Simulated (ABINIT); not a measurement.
An input for ABINIT 10.8.3 (SrTiO3 (Tausonite)):

```
acell 3*1.0 Angstrom
rprim 
  3.905280000000 0.000000000000 0.000000000000
  0.000000000000 3.905280000000 0.000000000000
  0.000000000000 0.000000000000 3.905280000000
ntypat 3
znucl 38 22 8
natom 5
typat 1 2 3 3 3
xred 
  0.500000000000 0.500000000000 0.500000000000
  0.000000000000 0.000000000000 0.000000000000
  0.500000000000 0.000000000000 0.000000000000
  0.000000000000 0.500000000000 0.000000000000
  0.000000000000 0.000000000000 0.500000000000
pp_dirpath "pseudos"
pseudos "Sr.upf, Ti.upf, O.upf"
ecut 38
ngkpt 4 4 4
nshiftk 1
shiftk 0 0 0
kptopt 1
chksymbreak 0
istwfk *1
occopt 1
irdwfk 1
optdriver 3
nband 147
ecuteps 4.8
inclvkb 2
awtr 1
symchi 1
gwcalctyp 2
nfreqre 16
freqremax 40 eV
nfreqim 8
spmeth 0
indata_prefix "in"
outdata_prefix "out"
tmpdata_prefix "tmp"
```

```sh
OMP_NUM_THREADS=1 mpirun -n 4 abinit run.abi > log
```

Question: Estimate wall time and host memory on 4 MPI ranks of Arm Neoverse V1, shared host.

It took 7.5 min; on shared hardware allow 3.7 min to 15 min. Peak host memory was 1.2 GiB.

[Paths, hosts, dates, memory and timing lines, banners, echoed tables and standing remarks are left out of the program output.]

[Logs are printed without paths, hosts, clocks, repeated set-up lines and the standing remarks that a program may print on its own settings, such as how far it seeks lower states.]

[Runs of the session that timed out or met a known fault of the program may be left out.]

[Hosts, paths, dates, database ids (printed as entryN), source tags and the programs' standing remarks are cut or masked in the printed files.]

[G0W0 gaps are taken among the corrected bands and points alone; a level outside them can change the order at an edge.]

[Where Ansatz stands beside ABINIT at settings called matched, ABINIT's density can come from a denser mesh and the files from another edition; pairs whose starting gaps differed by over 0.03 eV were left out, so agreement reads better than it is.]
